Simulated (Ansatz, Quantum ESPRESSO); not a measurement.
# 2H-NbSTe, 1 layer: response to a perpendicular field, part 2 of 7

How does 2H-NbSTe, 1 layer respond to a gate-like field without added charge?

Quantum ESPRESSO 7.5; plane-wave DFT, RPBE, GBRV ultrasoft pseudopotentials made under PBE; geometry and cross-check by Ansatz 0.2.0 with PAW datasets.

So far: Starting point; Relaxation with Ansatz.

### Step 3. Ground state: no field

The zero-field run is the reference. tefield and dipfield are on already, so that all runs share k-points and boundary.

Level of this step: plane-wave DFT, RPBE, GBRV ultrasoft pseudopotentials made under PBE (Quantum ESPRESSO 7.5). input_dft overrides the functional of the files.

f0.in

```
&control
  prefix = 'f0'
  outdir = './out'
  pseudo_dir = './pseudo'
  calculation = 'scf'
  tprnfor = .true.
  tefield = .true.
  dipfield = .true.
/
&system
  ibrav = 0
  nat = 3
  ntyp = 3
  ecutwfc = 40
  ecutrho = 200
  input_dft = 'rpbe'
  occupations = 'smearing'
  smearing = 'fd'
  degauss = 0.004
  edir = 3
  emaxpos = 0.97
  eopreg = 0.04
  eamp = 0.0
/
&electrons
  conv_thr = 1e-09
  mixing_beta = 0.4
  electron_maxstep = 120
  mixing_mode = 'plain'
/
ATOMIC_SPECIES
  Te  127.6000  te_pbe_v1.uspp.F.UPF
  Nb  92.9064  nb_pbe_v1.uspp.F.UPF
  S   32.0600  s_pbe_v1.4.uspp.F.UPF
CELL_PARAMETERS angstrom
  3.53190124983176 0.00000000000000 -0.00000000000000
  -1.76595062491588 3.05871620601231 0.00000000000000
  -0.00000000000000 0.00000000000000 20.42899426260000
ATOMIC_POSITIONS crystal
  Te  0.333333333333 0.666666666667 0.417425539445
  Nb  0.000000000000 -0.000000000000 0.513359579975
  S   0.333333333333 0.666666666667 0.581986021980
K_POINTS automatic
  12 12 1 0 0 0
```

Launch:

```bash
$ OMP_NUM_THREADS=1 mpirun -n 4 pw.x -nk 4 -in f0.in > f0.out
```

The program printed:

```text
Program PWSCF v.7.5 starts
[citation notice left out]

     Parallel version (MPI & OpenMP), running on       4 processor cores
     Number of MPI processes:                 4
     Threads/MPI process:                     1

     MPI processes distributed on     1 nodes
[...]
Current dimensions of program PWSCF are:
     Max number of different atomic species (ntypx) = 10
     Max number of k-points (npk) =  40000
     Max angular momentum in pseudopotentials (lmaxx) =  4
     Presently no symmetry can be used with electric field

     IMPORTANT: XC functional enforced from input :
     Exchange-correlation= RPBE
                           (   1   4  44   4   0   0   0)
     Any further DFT definition will be discarded
     Please, verify this is what you really want

     K-points division:     npool     =       4
     Subspace diagonalization in iterative solution of the eigenvalue problem:
     a serial algorithm will be used

     G-vector sticks info
     --------------------
     sticks:   dense  smooth     PW     G-vecs:    dense   smooth      PW
     Sum         613     499    163                70913    51089    9671

     Using Slab Decomposition

     bravais-lattice index     =            0
     lattice parameter (alat)  =       6.6743  a.u.
     unit-cell volume          =    1489.3313 (a.u.)^3
     number of atoms/cell      =            3
     number of atomic types    =            3
     number of electrons       =        25.00
     number of Kohn-Sham states=           17
     kinetic-energy cutoff     =      40.0000  Ry
     charge density cutoff     =     200.0000  Ry
     scf convergence threshold =      1.0E-09
     mixing beta               =       0.4000
     number of iterations used =            8  plain     mixing
     Exchange-correlation= RPBE
                           (   1   4  44   4   0   0   0)

     celldm(1)=   6.674326  celldm(2)=   0.000000  celldm(3)=   0.000000
     celldm(4)=   0.000000  celldm(5)=   0.000000  celldm(6)=   0.000000

     crystal axes: (cart. coord. in units of alat)
               a(1) = (   1.000000   0.000000  -0.000000 )
               a(2) = (  -0.500000   0.866025   0.000000 )
               a(3) = (  -0.000000   0.000000   5.784135 )

     reciprocal axes: (cart. coord. in units 2 pi/alat)
               b(1) = (  1.000000  0.577350  0.000000 )
               b(2) = ( -0.000000  1.154701 -0.000000 )
               b(3) = (  0.000000  0.000000  0.172887 )

     PseudoPot. # 1 for Te read from file:
     ./pseudo/te_pbe_v1.uspp.F.UPF
     Pseudo is Ultrasoft + core correction, Zval =  6.0
     Generated by new atomic code, or converted to UPF format
     Using radial grid of  891 points,  5 beta functions with:
                l(1) =   0
                l(2) =   0
                l(3) =   1
                l(4) =   1
                l(5) =   2
     Q(r) pseudized with  6 coefficients,  rinner =    1.800   1.800   1.800
                                                       1.800   1.800

     PseudoPot. # 2 for Nb read from file:
     ./pseudo/nb_pbe_v1.uspp.F.UPF
     Pseudo is Ultrasoft + core correction, Zval = 13.0
     Generated by new atomic code, or converted to UPF format
     Using radial grid of  887 points,  6 beta functions with:
                l(1) =   0
                l(2) =   0
                l(3) =   1
                l(4) =   1
                l(5) =   2
                l(6) =   2
     Q(r) pseudized with  6 coefficients,  rinner =    1.000   1.000   1.000
                                                       1.000   1.000

     PseudoPot. # 3 for S  read from file:
     ./pseudo/s_pbe_v1.4.uspp.F.UPF
     Pseudo is Ultrasoft + core correction, Zval =  6.0
     Generated by new atomic code, or converted to UPF format
     Using radial grid of  907 points,  6 beta functions with:
                l(1) =   0
                l(2) =   0
                l(3) =   1
                l(4) =   1
                l(5) =   2
                l(6) =   2
     Q(r) pseudized with  8 coefficients,  rinner =    1.300   1.300   1.300
                                                       1.300   1.300

     atomic species   valence    mass     pseudopotential
     Te                6.00   127.60000     Te( 1.00)
     Nb               13.00    92.90640     Nb( 1.00)
     S                 6.00    32.06000     S ( 1.00)

     No symmetry found

   Cartesian axes

     site n.     atom                  positions (alat units)
         1        Te     tau(   1) = (  -0.0000000   0.5773503   2.4144457  )
         2        Nb     tau(   2) = (   0.0000000   0.0000000   2.9693412  )
         3        S      tau(   3) = (  -0.0000000   0.5773503   3.3662858  )

     number of k points=    74  Fermi-Dirac smearing, width (Ry)=  0.0040
                       cart. coord. in units 2pi/alat
        k(    1) = (   0.0000000   0.0000000   0.0000000), wk =   0.0138889
        k(    2) = (   0.0000000   0.0962250   0.0000000), wk =   0.0277778
        k(    3) = (   0.0000000   0.1924501   0.0000000), wk =   0.0277778
        k(    4) = (   0.0000000   0.2886751   0.0000000), wk =   0.0277778
        k(    5) = (   0.0000000   0.3849002   0.0000000), wk =   0.0277778
        k(    6) = (   0.0000000   0.4811252   0.0000000), wk =   0.0277778
        k(    7) = (   0.0000000  -0.5773503   0.0000000), wk =   0.0138889
        k(    8) = (   0.0833333   0.0481125   0.0000000), wk =   0.0277778
        k(    9) = (   0.0833333   0.1443376   0.0000000), wk =   0.0277778
        k(   10) = (   0.0833333   0.2405626   0.0000000), wk =   0.0277778
[...]
k(   74) = (  -0.5000000  -0.8660254   0.0000000), wk =   0.0138889

     Dense  grid:    70913 G-vectors     FFT dimensions: (  32,  32, 180)

     Smooth grid:    51089 G-vectors     FFT dimensions: (  27,  27, 160)

     Estimated max dynamical RAM per process >     138.89 MB

     Estimated total dynamical RAM >     503.63 MB

     Initial potential from superposition of free atoms

     starting charge      24.9970, renormalised to      25.0000

     negative rho (up, down):  2.533E-03 0.000E+00

     Adding external electric field

     Computed dipole along edir(3) :
        Dipole                0.0001 Ry au,          0.0001 Debye
        Dipole field          0.0000 Ry au,

        Potential amp.       -0.0000 Ry
        Total length         37.0610 bohr

     Starting wfcs are   21 randomized atomic wfcs

     total cpu time spent up to now is        3.5 secs

     per-process dynamical memory:    80.3 Mb

[...]
negative rho (up, down):  2.629E-03 0.000E+00

[...]
Dipole                0.0051 Ry au,          0.0128 Debye
[...]
total energy              =    -168.67262713 Ry
     estimated scf accuracy    <       0.65948580 Ry

     iteration #  3     ecut=    40.00 Ry     beta= 0.40
[...]
negative rho (up, down):  2.664E-03 0.000E+00

[...]
Dipole               -0.2336 Ry au,         -0.5937 Debye
[...]
total energy              =    -168.76596174 Ry
     estimated scf accuracy    <       0.06314335 Ry

     iteration #  4     ecut=    40.00 Ry     beta= 0.40
[...]
negative rho (up, down):  2.678E-03 0.000E+00

[...]
Dipole               -0.0730 Ry au,         -0.1857 Debye
[...]
total energy              =    -168.76706994 Ry
     estimated scf accuracy    <       0.14274547 Ry

     iteration #  5     ecut=    40.00 Ry     beta= 0.40
[...]
negative rho (up, down):  2.692E-03 0.000E+00

[...]
Dipole               -0.0687 Ry au,         -0.1747 Debye
[...]
total energy              =    -168.77787893 Ry
     estimated scf accuracy    <       0.00208271 Ry

     iteration #  6     ecut=    40.00 Ry     beta= 0.40
[...]
negative rho (up, down):  2.708E-03 0.000E+00

[...]
Dipole               -0.0792 Ry au,         -0.2012 Debye
[...]
total energy              =    -168.77823022 Ry
     estimated scf accuracy    <       0.00060588 Ry

     iteration #  7     ecut=    40.00 Ry     beta= 0.40
[...]
negative rho (up, down):  2.713E-03 0.000E+00

[...]
Dipole               -0.0761 Ry au,         -0.1934 Debye
[...]
total energy              =    -168.77828087 Ry
     estimated scf accuracy    <       0.00009909 Ry

     iteration #  8     ecut=    40.00 Ry     beta= 0.40
[...]
negative rho (up, down):  2.714E-03 0.000E+00

[...]
Dipole               -0.0761 Ry au,         -0.1935 Debye
[...]
total energy              =    -168.77829645 Ry
     estimated scf accuracy    <       0.00000864 Ry

     iteration #  9     ecut=    40.00 Ry     beta= 0.40
[...]
negative rho (up, down):  2.714E-03 0.000E+00

[...]
Dipole               -0.0760 Ry au,         -0.1931 Debye
[...]
total energy              =    -168.77829791 Ry
     estimated scf accuracy    <       0.00000113 Ry

     iteration # 10     ecut=    40.00 Ry     beta= 0.40
[...]
negative rho (up, down):  2.715E-03 0.000E+00

[...]
Dipole               -0.0760 Ry au,         -0.1932 Debye
[...]
total energy              =    -168.77829830 Ry
     estimated scf accuracy    <       0.00000161 Ry

     iteration # 11     ecut=    40.00 Ry     beta= 0.40
[...]
negative rho (up, down):  2.716E-03 0.000E+00

[...]
Dipole               -0.0761 Ry au,         -0.1935 Debye
[...]
total energy              =    -168.77829851 Ry
     estimated scf accuracy    <       0.00000002 Ry

     iteration # 12     ecut=    40.00 Ry     beta= 0.40
[...]
negative rho (up, down):  2.716E-03 0.000E+00

[...]
Dipole               -0.0761 Ry au,         -0.1933 Debye
[...]
total energy              =    -168.77829852 Ry
     estimated scf accuracy    <       0.00000001 Ry

     iteration # 13     ecut=    40.00 Ry     beta= 0.40
[...]
negative rho (up, down):  2.717E-03 0.000E+00

[...]
Dipole               -0.0761 Ry au,         -0.1934 Debye
[...]
End of self-consistent calculation

          k = 0.0000 0.0000 0.0000 (  6401 PWs)   bands (ev):

   -55.8038 -31.8797 -31.7814 -31.7814 -13.8351 -12.3853  -5.5351  -3.4341
    -3.4341  -2.5171  -1.0640  -1.0640   0.3550   2.2134   2.2134   2.6921
     2.6921

          k = 0.0000 0.0962 0.0000 (  6393 PWs)   bands (ev):

   -55.8027 -31.8769 -31.7956 -31.7846 -13.7736 -12.3239  -5.4441  -3.6426
    -3.4090  -2.4618  -1.2591  -1.1456   0.2546   2.0638   2.3120   2.3491
     2.5990

          k = 0.0000 0.1925 0.0000 (  6371 PWs)   bands (ev):

   -55.7997 -31.8694 -31.8339 -31.7935 -13.6065 -12.1391  -5.2016  -4.0660
    -3.3659  -2.5417  -1.7255  -1.2921  -0.0870   1.5357   2.1558   2.3202
     2.7748

          k = 0.0000 0.2887 0.0000 (  6364 PWs)   bands (ev):

   -55.7956 -31.8881 -31.8570 -31.8055 -13.3831 -11.8351  -4.9776  -4.4110
    -3.3728  -3.1713  -2.0127  -1.3475  -0.5566   1.3076   1.8564   2.5661
     3.1106

          k = 0.0000 0.3849 0.0000 (  6346 PWs)   bands (ev):

   -55.7915 -31.9394 -31.8467 -31.8174 -13.1678 -11.4456  -5.1898  -4.3715
    -3.9977  -3.4473  -2.0991  -1.2845  -0.8514   1.3937   1.6768   2.8239
     3.3474

          k = 0.0000 0.4811 0.0000 (  6352 PWs)   bands (ev):

   -55.7885 -31.9769 -31.8389 -31.8262 -13.0163 -11.0770  -5.5695  -4.7267
    -4.1170  -3.5315  -2.1071  -1.1976  -0.8641   1.6063   1.6420   2.8629
     3.4529

[...]
the Fermi energy is    -0.5648 ev

!    total energy              =    -168.77829852 Ry
     estimated scf accuracy    <          3.1E-10 Ry
     smearing contrib. (-TS)   =      -0.00288254 Ry
     internal energy E=F+TS    =    -168.77541598 Ry

     The total energy is F=E-TS. E is the sum of the following terms:
     one-electron contribution =    -832.33677892 Ry
     hartree contribution      =     416.80618497 Ry
     xc contribution           =     -41.41984605 Ry
     ewald contribution        =     288.17497516 Ry
     electric field correction =       0.00004886 Ry

     convergence has been achieved in  13 iterations

     negative rho (up, down):  2.717E-03 0.000E+00

     Forces acting on atoms (cartesian axes, Ry/au):

     atom    1 type  1   force =     0.00000003    0.00000002   -0.00698233
     atom    2 type  2   force =     0.00000001    0.00000012    0.00051818
     atom    3 type  3   force =    -0.00000004   -0.00000013    0.00646415

     Total force =     0.009529     Total SCF correction =     0.000097

[...]
=------------------------------------------------------------------------------=
   JOB DONE.
=------------------------------------------------------------------------------=
[...]
[key lines of the parts left out:]
Dipole field         -0.0006 Ry au,
```

Elapsed: 40 s, on 4 MPI ranks of Intel Xeon Platinum 8488C (Sapphire Rapids), shared host; peak memory 0.76 GiB.

This step gave:

| Quantity | Value |
| --- | --- |
| free energy | -2296.3457 eV |
| energy at zero smearing | -2296.3261 eV |
| Fermi energy | -0.5648 eV |
| dipole along the normal | -0.04026 e·Å |

The run needed 13 iterations to bring the estimated error under 1e-09 Ry; the largest force on any atom, held or free, is 0.18 eV/Å.

### Step 4. Electrostatic potential

plot_num = 11 writes the bare and Hartree potential. It leaves out exchange and correlation, which fade slowly, so it flattens close to the surface.

f0.pot.in

```
&inputpp
  prefix = 'f0'
  outdir = './out'
  filplot = 'f0.pot.dat'
  plot_num = 11
/
```

Launch:

```bash
$ OMP_NUM_THREADS=1 mpirun -n 4 pp.x -in f0.pot.in > f0.pot.out
```

It took 1.7 s on 4 MPI ranks; peak memory 0.1 GiB.

Numbers from this step:

| Property | Result |
| --- | --- |
| work function of the upper face | 5.471 eV |
| slope of the potential above | 1.84e-5 eV/Å |
| upper vacuum line continued to the top atoms, over the Fermi level | 5.471 eV |
| work function of the lower face | 4.797 eV |
| slope of the potential below | -6.85e-5 eV/Å |
| lower vacuum line continued to the bottom atoms, over the Fermi level | 4.796 eV |

The vacuum is flat to 0.1 meV/Å, so its level is well defined. Inside the slab the curve depends on the local part of the pseudopotentials; only the vacuum level has a meaning of its own.

[end of part 2 of 7]

[Logs are printed without paths, hosts, clocks, repeated set-up lines and the standing remarks that a program may print on its own settings, such as how far it seeks lower states.]

[Hosts, paths, dates, database ids (printed as entryN), source tags and the programs' standing remarks are cut or masked in the printed files.]

[Maps of the electrostatic potential energy from Ansatz leave out the sawtooth potential of an applied field or a dipole correction, so their vacuum need not be flat; planar profiles and work functions include it.]
